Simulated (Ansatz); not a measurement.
# Quasi-harmonic thermodynamics of SiC (Moissanite, P6_3mc), part 2 of 2

How much does SiC (Moissanite) expand with temperature?

Ansatz 0.2.0; DFT LDA, scalar-relativistic, plane waves, PAW; PAW set soft_1.

So far. Step 2 (A first coarse run): The start is under -4.0 GPa at this level and looks like an insulator or semiconductor on this mesh. Step 5 (Tight relaxation): The residual pressure is 9.0e-4 GPa, small enough for phonons. The relaxed cell has a = 3.056, c = 5.016 Å (conventional setting).

### Step 6. Phonons on strained cells

Thermal expansion follows from how the free energy of the vibrations (and of the electrons in a metal) changes with strain, so the program makes strained cells, their phonons and a fit in one run.

input.yaml

```yaml
crystal:
  lattice:
    - [3.0564332321, 0.0, 0.0]
    - [-1.528216616, 2.646948824, 0.0]
    - [0.0, 0.0, 5.0159500505]
  atoms:
    - { symbol: Si, position: [0.3333333333, 0.6666666667, 0.0045921277] }
    - { symbol: Si, position: [0.6666666667, 0.3333333333, 0.5045921277] }
    - { symbol: C, position: [0.3333333333, 0.6666666667, 0.3804078723] }
    - { symbol: C, position: [0.6666666667, 0.3333333333, 0.8804078723] }
kpoints:
  mp_grid: { grid: [12, 12, 6] }
hamiltonian:
  xc: lda
  pseudopotentials: { kind: paw, azcp: { folder: soft_1 }, xc_functional: pbe }
scf:
  occupations: { method: fixed }
  lower_state_search: "off"
output:
  eigenvalues: true
phonons:
  method: dfpt
  qmesh: [3, 3, 2]
  temperatures: { t_max: 1200.0, t_step: 50 }
  thermal_expansion: {}
```

Started as:

```
$ ansatz run input.yaml --threads 18 --pin off --max-ram 92160MiB --backend cuda --events-out ev --progress --plain --runs-dir out --max-vram 78GiB
```

Numbers of over 12 decimals in the logs are rounded to 6 here.

What it wrote:

```text
Warning: phonons: the dynamical matrix that this run interpolates holds no multipole term above the dipole-dipole one, and a site of this crystal is no centre of inversion, so its interpolated transverse optical and acoustic branches and sound speeds can stay off near Gamma, and the density of states and the thermodynamics with them. What a run solves at a wave vector of phonons.qpoints, Gamma apart, where the deck admits one, is free of this, and under fd what a larger phonons.supercell samples
[...]
Crystal: 4 atoms, lattice volume = 40.580 Å³
Basis set: ecut = 487.2 eV, 1003 PW (Γ), exchange–correlation on 48×48×80 points (8 copies of the dense FFT grid, shifted against one another)
Bands: 12, of which v1, the nominal top of the filled ones, is band 8 counted from 1 (7 counted from 0)
Symmetry: 12 space group operations
[...]
k-points: 76 of 864 (time reversal used)
[...]
SCF iter   1: F=—  HF=-1707.615149 eV  |F-HF|=—  |Δ(HF+E_count)|=         —  Δρ=1.42e-1  dr2=9.81e0  ethr=3.10e-3  ⟨swp⟩=4.3  Hψ=5350  notcnv=0  defer=135
[...]
SCF iter   2: F=—  HF=-1704.613692 eV  |F-HF|=—  |Δ(HF+E_count)|=    3.00e0  Δρ=5.00e-2  dr2=6.48e-1  ethr=3.10e-3  ⟨swp⟩=3.8  Hψ=2792  notcnv=0  defer=135
[...]
SCF iter   9: F=-1704.406169 eV  HF=-1704.406169 eV  |F-HF|=2.27e-13  |Δ(HF+E_count)|=  1.59e-12  Δρ=5.05e-8  dr2=8.62e-13  ethr=1.00e-12  ⟨swp⟩=7.8  Hψ=5963  notcnv=0
SCF 1 converged in 9 iterations: F = -1704.406169 eV  dr2 = 8.62e-13
[...]
relax step   1: F+E_penalty+E_count = -1704.40616935 eV  Δ(F+E_penalty+E_count) = +0.000e0 eV  max|allowed force component| = 6.765e-4 eV/Å  Δτ_max = 0.0000 Å  (9 SCF iters, accepted)
[...]
SCF iter   3: F=-1704.406169 eV  HF=-1704.406169 eV  |F-HF|=1.36e-12  |Δ(HF+E_count)|=  2.34e-11  Δρ=9.16e-8  dr2=1.50e-12  ethr=1.00e-12  ⟨swp⟩=4.9  Hψ=3228  notcnv=0
SCF 2 converged in 3 iterations: F = -1704.406169 eV  dr2 = 1.50e-12
relax step   2: F+E_penalty+E_count = -1704.40616936 eV  Δ(F+E_penalty+E_count) = -1.423e-8 eV  max|allowed force component| = 4.424e-4 eV/Å  Δτ_max = 0.0000 Å  (3 SCF iters, accepted)
[...]
SCF 3 converged in 3 iterations: F = -1704.406169 eV  dr2 = 5.92e-12
relax step   3: F+E_penalty+E_count = -1704.40616937 eV  Δ(F+E_penalty+E_count) = -1.064e-8 eV  max|allowed force component| = 2.456e-7 eV/Å  Δτ_max = 0.0000 Å  (3 SCF iters, accepted)
SCF converged after 3 iterations
[...]
thermal expansion: relaxation of cell 13
thermal expansion, relaxation of cell 13: device memory: the entry about to start is reckoned to put 1.4 GiB on a device that reports 147.1 GiB free (of which the cap on the GPU budget leaves the run 78.0 GiB)
thermal expansion: relaxation of cell 14
[...]
thermal expansion: relaxation of cell 15
[...]
thermal expansion: relaxation of cell 16
[...]
thermal expansion: phonons of cell 9
thermal expansion, phonons of cell 9: device memory: the entry about to start is reckoned to put 1.8 GiB on a device that reports 129.7 GiB free (of which the cap on the GPU budget leaves the run 78.0 GiB)
thermal expansion: phonons of cell 10
[...]
thermal expansion: phonons of cell 11
[...]
--- Relaxed structure (3 steps of the walk, 3 accepted, 0 SCFs on fresh bases) ---
  F+E_penalty+E_count = -1704.40616937 eV   max|allowed force component| = 2.456e-7 eV/Å
  atoms:
    - { symbol: Si, position: [0.333333, 0.666667, 0.00459579] }
    - { symbol: Si, position: [0.666667, 0.333333, 0.504596] }
    - { symbol: C, position: [0.333333, 0.666667, 0.380404] }
    - { symbol: C, position: [0.666667, 0.333333, 0.880404] }
--- Thermal expansion: 16 cells in 3 rounds, 0 GPa ---
  no lower state was looked for at cell 6: scf.lower_state_search: off
  without vibrations: a 3.05641, b 3.05641, c 5.01607 Å, V 40.5806 Å³, B 230.86 GPa
  at 0 K: a 3.06449, b 3.06449, c 5.02942 Å, V 40.9039 Å³, B 226.37 GPa
  zero-point expansion: a +0.264, b +0.264, c +0.266, V +0.797 %
      T/K        a/Å        b/Å        c/Å       V/Å³ | expansion of a, b, c, V (1e-6/K)   | that of V in the mean from 25 °C | C_P, C_V (J/mol K of the cell) | B_T, B_S (GPa)
     0.00    3.06449    3.06449    5.02942    40.9039 |    0.00    0.00    0.00    0.00 |    2.30 |     0.000     0.000 |   226.37   226.37
   150.00    3.06455    3.06455    5.02953    40.9065 |    0.53    0.53    0.57    1.63 |    4.21 |    21.003    21.001 |   226.22   226.24
   298.15    3.06518    3.06518    5.03061    40.9320 |    2.25    2.25    2.36    6.86 |       - |    54.015    53.937 |   225.15   225.47
   400.00    3.06604    3.06604    5.03208    40.9669 |    3.19    3.19    3.31    9.69 |    8.37 |    68.712    68.504 |   224.00   224.68
   550.00    3.06772    3.06772    5.03493    41.0351 |    4.04    4.04    4.17   12.25 |   10.00 |    81.247    80.794 |   222.05   223.29
   700.00    3.06970    3.06970    5.03828    41.1155 |    4.53    4.53    4.66   13.72 |   11.16 |    88.029    87.311 |   219.96   221.77
   850.00    3.07187    3.07187    5.04193    41.2033 |    4.84    4.84    4.97   14.65 |   12.01 |    92.043    91.056 |   217.81   220.17
  1000.00    3.07415    3.07415    5.04578    41.2961 |    5.06    5.06    5.19   15.30 |   12.67 |    94.628    93.372 |   215.63   218.53
  1150.00    3.07652    3.07652    5.04977    41.3925 |    5.22    5.22    5.36   15.80 |   13.21 |    96.418    94.892 |   213.42   216.86
  1200.00    3.07733    3.07733    5.05113    41.4254 |    5.27    5.27    5.41   15.94 |   13.37 |    96.900    95.282 |   212.68   216.29
  stiffness (GPa) against the strains that keep the symmetry, 3 along the crystal's axis
    without vibrations: C11 + C12 637.09, C13 59.79, C33 564.60
  the static fit leaves 0.001 meV an atom of the energies and, of the stresses, 0.000 GPa of each cell's largest along a strain (root mean squares over the cells), whose Pulay part it has at -0.029 GPa
  vibrations' free energy: its fit passes through its cells
  the electrons' free energy at temperature is not in it: every band gap is over 1.24 eV
  free energies summed between the sampled wave vectors
  estimated error of the fitted expansion in any direction: up to 0.131e-6/K, at 1200 K (an estimate, not a bound: it was exceeded on models of known expansion)
  by sums over the sampled wave vectors an expansion of the volume parts by up to 0.34e-6/K
  by a static energy of one degree less an expansion of the volume parts by up to 0.00e-6/K
  the FFT grids of the static calculations differ: 24 × 24 × 36, 24 × 24 × 40
  the FFT grids of the phonon calculations differ: 24 × 24 × 36, 24 × 24 × 40
  band gaps on the cells' k-points are 2.018 to 2.242 eV
```

It took 52 s on 1 × NVIDIA GB200 with 18 threads of Arm Neoverse V2, shared host; peak memory 1.6 GiB; 2.7 min of CPU time.

Numbers from this step:

| Property | Result |
| --- | --- |
| pressure | 0.003245 GPa |
| volume expansion coefficient at 298 K | 6.865 1e-6/K |
| C_P at 298 K | 13.50 J/mol-atom/K |
| entropy at 298 K | 8.511 J/mol-atom/K |
| isothermal bulk modulus at 298 K | 225.2 GPa |
| Grüneisen parameter at 298 K | 0.7064 |
| volume at 298 K | 10.23 Å³/atom |
| principal linear expansion coefficients at 298 K | 2.254, 2.254, 2.357 1e-6/K |

Strained cells of the study; zero-point energy where phonons were solved; the pressures are stresses at a fixed cutoff and can carry an offset from the finite basis. Expansion cells, by row:

| cell | \|a\| (Å) | \|b\| (Å) | \|c\| (Å) | V (Å³/atom) | E - E_lowest (meV/atom) | pressure, compression positive (GPa) | gap (eV) | zero-point energy (meV/atom) |
| --- | --- | --- | --- | --- | --- | --- | --- | --- |
| 1 | 3.056 | 3.056 | 5.016 | 10.14 | 0 | -0.026 | 2.132 | - |
| 2 | 3.081 | 3.081 | 5.056 | 10.39 | 4.112 | -5.294 | 2.175 | - |
| 3 | 3.032 | 3.032 | 4.976 | 9.905 | 4.245 | 5.754 | 2.087 | - |
| 4 | 3.042 | 3.042 | 5.065 | 10.14 | 2.323 | 0.033 | 2.018 | - |
| 5 | 3.071 | 3.071 | 4.967 | 10.14 | 2.318 | -0.053 | 2.215 | - |
| 6 | 3.057 | 3.057 | 5.016 | 10.15 | 0 | -0.07 | 2.132 | 110.9 |
| 7 | 3.072 | 3.072 | 5.041 | 10.3 | 1.66 | -3.423 | 2.159 | 109.2 |
| 8 | 3.049 | 3.049 | 5.041 | 10.15 | 0.574 | -0.045 | 2.075 | 110.9 |
| 9 | 3.085 | 3.085 | 5.065 | 10.44 | 5.784 | -6.227 | 2.18 | 107.7 |
| 10 | 3.079 | 3.079 | 5.016 | 10.29 | 2.093 | -3.305 | 2.211 | 109.3 |
| 11 | 3.077 | 3.077 | 5.09 | 10.43 | 6.287 | -6.149 | 2.127 | 107.7 |
| 12 | 3.026 | 3.026 | 4.966 | 9.848 | 6.592 | 7.244 | 2.077 | - |
| 13 | 3.041 | 3.041 | 4.991 | 9.996 | 1.614 | 3.483 | 2.104 | - |
| 14 | 3.099 | 3.099 | 5.09 | 10.59 | 12.84 | -9.054 | 2.203 | - |
| 15 | 3.055 | 3.055 | 5.089 | 10.29 | 3.715 | -3.063 | 2.047 | - |
| 16 | 3.086 | 3.086 | 4.992 | 10.3 | 3.852 | -3.368 | 2.242 | - |

Quasi-harmonic; a, b, c are the run's own cell vectors. Expansion, by row:

| T (K) | a (Å) | b (Å) | c (Å) | alpha (deg) | beta (deg) | gamma (deg) | cell volume (Å³/cell) | alpha_a (1e-6/K) | alpha_b (1e-6/K) | alpha_c (1e-6/K) | alpha_V (1e-6/K) | C_P (J/mol-atom/K) | C_V (J/mol-atom/K) | S (J/mol-atom/K) | B_T (GPa) | B_S (GPa) | Grueneisen | extrapolation | fit error (1e-6/K) |
| --- | --- | --- | --- | --- | --- | --- | --- | --- | --- | --- | --- | --- | --- | --- | --- | --- | --- | --- | --- |
| 0 | 3.064 | 3.064 | 5.029 | 90 | 90 | 120 | 40.9 | 0 | 0 | 0 | 0 | 0 | 0 | 0 | 226.4 | 226.4 | - | 0 | 0 |
| 50 | 3.064 | 3.064 | 5.029 | 90 | 90 | 120 | 40.9 | 0.01 | 0.01 | 0.02 | 0.05 | 0.26 | 0.26 | 0.074 | 226.4 | 226.4 | 0.252 | 0 | 0 |
| 100 | 3.064 | 3.064 | 5.029 | 90 | 90 | 120 | 40.9 | 0.16 | 0.16 | 0.18 | 0.51 | 2.272 | 2.272 | 0.765 | 226.3 | 226.3 | 0.311 | 0 | 0.01 |
| 150 | 3.065 | 3.065 | 5.03 | 90 | 90 | 120 | 40.91 | 0.53 | 0.53 | 0.57 | 1.63 | 5.251 | 5.25 | 2.239 | 226.2 | 226.2 | 0.432 | 0 | 0.01 |
| 200 | 3.065 | 3.065 | 5.03 | 90 | 90 | 120 | 40.91 | 1.08 | 1.08 | 1.15 | 3.3 | 8.318 | 8.315 | 4.172 | 226 | 226.1 | 0.553 | 0 | 0.02 |
| 250 | 3.065 | 3.065 | 5.03 | 90 | 90 | 120 | 40.92 | 1.69 | 1.69 | 1.78 | 5.17 | 11.15 | 11.15 | 6.339 | 225.6 | 225.8 | 0.645 | 0 | 0.02 |
| 298.1 | 3.065 | 3.065 | 5.031 | 90 | 90 | 120 | 40.93 | 2.25 | 2.25 | 2.36 | 6.86 | 13.5 | 13.48 | 8.511 | 225.2 | 225.5 | 0.706 | 0 | 0.03 |
| 300 | 3.065 | 3.065 | 5.031 | 90 | 90 | 120 | 40.93 | 2.27 | 2.27 | 2.38 | 6.93 | 13.59 | 13.57 | 8.595 | 225.1 | 225.5 | 0.708 | 0 | 0.03 |
| 350 | 3.066 | 3.066 | 5.031 | 90 | 90 | 120 | 40.95 | 2.78 | 2.78 | 2.89 | 8.44 | 15.58 | 15.54 | 10.84 | 224.6 | 225.1 | 0.752 | 0 | 0.03 |
| 400 | 3.066 | 3.066 | 5.032 | 90 | 90 | 120 | 40.97 | 3.19 | 3.19 | 3.31 | 9.69 | 17.18 | 17.13 | 13.03 | 224 | 224.7 | 0.782 | 0 | 0.03 |
| 450 | 3.067 | 3.067 | 5.033 | 90 | 90 | 120 | 40.99 | 3.53 | 3.53 | 3.65 | 10.72 | 18.46 | 18.39 | 15.13 | 223.4 | 224.2 | 0.803 | 0 | 0.03 |
| 500 | 3.067 | 3.067 | 5.034 | 90 | 90 | 120 | 41.01 | 3.81 | 3.81 | 3.93 | 11.56 | 19.48 | 19.39 | 17.13 | 222.7 | 223.8 | 0.82 | 0 | 0.04 |
| 550 | 3.068 | 3.068 | 5.035 | 90 | 90 | 120 | 41.04 | 4.04 | 4.04 | 4.17 | 12.25 | 20.31 | 20.2 | 19.03 | 222.1 | 223.3 | 0.832 | 0 | 0.04 |
| 600 | 3.068 | 3.068 | 5.036 | 90 | 90 | 120 | 41.06 | 4.23 | 4.23 | 4.36 | 12.83 | 20.99 | 20.85 | 20.83 | 221.4 | 222.8 | 0.842 | 0 | 0.05 |
| 650 | 3.069 | 3.069 | 5.037 | 90 | 90 | 120 | 41.09 | 4.39 | 4.39 | 4.52 | 13.31 | 21.54 | 21.39 | 22.53 | 220.7 | 222.3 | 0.849 | 0 | 0.05 |
| 700 | 3.07 | 3.07 | 5.038 | 90 | 90 | 120 | 41.12 | 4.53 | 4.53 | 4.66 | 13.72 | 22.01 | 21.83 | 24.14 | 220 | 221.8 | 0.856 | 0 | 0.06 |
| 750 | 3.07 | 3.07 | 5.039 | 90 | 90 | 120 | 41.14 | 4.65 | 4.65 | 4.78 | 14.07 | 22.4 | 22.2 | 25.68 | 219.2 | 221.2 | 0.861 | 0 | 0.07 |
| 800 | 3.071 | 3.071 | 5.041 | 90 | 90 | 120 | 41.17 | 4.75 | 4.75 | 4.88 | 14.38 | 22.73 | 22.5 | 27.13 | 218.5 | 220.7 | 0.866 | 0 | 0.07 |
| 850 | 3.072 | 3.072 | 5.042 | 90 | 90 | 120 | 41.2 | 4.84 | 4.84 | 4.97 | 14.65 | 23.01 | 22.76 | 28.52 | 217.8 | 220.2 | 0.87 | 0 | 0.08 |
| 900 | 3.073 | 3.073 | 5.043 | 90 | 90 | 120 | 41.23 | 4.92 | 4.92 | 5.05 | 14.89 | 23.26 | 22.99 | 29.84 | 217.1 | 219.6 | 0.873 | 0 | 0.09 |
| 950 | 3.073 | 3.073 | 5.044 | 90 | 90 | 120 | 41.26 | 4.99 | 4.99 | 5.12 | 15.11 | 23.47 | 23.18 | 31.1 | 216.4 | 219.1 | 0.876 | 0 | 0.09 |
| 1000 | 3.074 | 3.074 | 5.046 | 90 | 90 | 120 | 41.3 | 5.06 | 5.06 | 5.19 | 15.3 | 23.66 | 23.34 | 32.31 | 215.6 | 218.5 | 0.879 | 0 | 0.1 |
| 1050 | 3.075 | 3.075 | 5.047 | 90 | 90 | 120 | 41.33 | 5.11 | 5.11 | 5.25 | 15.48 | 23.82 | 23.49 | 33.47 | 214.9 | 218 | 0.881 | 0 | 0.11 |
| 1100 | 3.076 | 3.076 | 5.048 | 90 | 90 | 120 | 41.36 | 5.17 | 5.17 | 5.31 | 15.64 | 23.97 | 23.61 | 34.58 | 214.2 | 217.4 | 0.884 | 0 | 0.12 |
| 1150 | 3.077 | 3.077 | 5.05 | 90 | 90 | 120 | 41.39 | 5.22 | 5.22 | 5.36 | 15.8 | 24.11 | 23.72 | 35.65 | 213.4 | 216.9 | 0.886 | 0 | 0.12 |
| 1200 | 3.077 | 3.077 | 5.051 | 90 | 90 | 120 | 41.43 | 5.27 | 5.27 | 5.41 | 15.94 | 24.23 | 23.82 | 36.68 | 212.7 | 216.3 | 0.888 | 0 | 0.13 |

The expansion coefficient by temperature; values in 1e-6/K:

| temperature (K) | volume | principal 1 | principal 3 |
| --- | --- | --- | --- |
| 0 | 0 | 0 | 0 |
| 50 | 0.05 | 0.01 | 0.02 |
| 100 | 0.51 | 0.16 | 0.18 |
| 200 | 3.3 | 1.08 | 1.15 |
| 250 | 5.17 | 1.69 | 1.78 |
| 298 | 6.86 | 2.25 | 2.36 |
| 300 | 6.93 | 2.27 | 2.38 |
| 350 | 8.44 | 2.78 | 2.89 |
| 450 | 10.7 | 3.53 | 3.65 |
| 500 | 11.6 | 3.81 | 3.93 |
| 550 | 12.2 | 4.04 | 4.17 |
| 600 | 12.8 | 4.23 | 4.36 |
| 650 | 13.3 | 4.39 | 4.52 |
| 700 | 13.7 | 4.53 | 4.66 |
| 800 | 14.4 | 4.75 | 4.88 |
| 850 | 14.7 | 4.84 | 4.97 |
| 900 | 14.9 | 4.92 | 5.05 |
| 950 | 15.1 | 4.99 | 5.12 |
| 1000 | 15.3 | 5.06 | 5.19 |
| 1100 | 15.6 | 5.17 | 5.31 |
| 1150 | 15.8 | 5.22 | 5.36 |
| 1200 | 15.9 | 5.27 | 5.41 |

At 298 K the volume expansion is 6.86 × 10⁻⁶/K and B_T is 225 GPa. The program raised the cutoff to 487.2 eV by itself: with no cutoff typed, the study takes about 1.16 times the default for its relaxations and scales it with the volume for the phonons.

### Step 7. Results

```yaml
settings_of_these_figures: LDA, 487.2 eV, k 12×12×6, q 3×3×2
volume_expansion_coefficient_at_298_k: 6.865 1e-6/K
c_p_at_298_k: 13.50 J/mol-atom/K
entropy_at_298_k: 8.511 J/mol-atom/K
isothermal_bulk_modulus_at_298_k: 225.2 GPa
grueneisen_parameter_at_298_k: 0.7064
volume_at_298_k: 10.23 Å³/atom
principal_linear_expansion_coefficients_at_298_k: 2.254, 2.254, 2.357 1e-6/K
```

Near room temperature SiC (Moissanite) expands by 6.86 × 10⁻⁶/K in volume by LDA, with C_P = 13.5 J/(mol K) per mole of atoms and B_T = 225 GPa. C_P at room temperature is 54 % of the classical 3R an atom, so the stiffest modes are still partly frozen out. The interpolation has no quadrupole term, so branches near the zone centre are less sure, since this crystal has sites that are not centres of inversion. The PAW files were made for PBE and are used here under another functional, for which the program regenerates the frozen cores.

[Logs are printed without paths, hosts, clocks, repeated set-up lines and the standing remarks that a program may print on its own settings, such as how far it seeks lower states.]

[Hosts, paths, dates, database ids (printed as entryN), source tags and the programs' standing remarks are cut or masked in the printed files.]

[A step with changed settings may run another functional than the one named; its input shows which.]
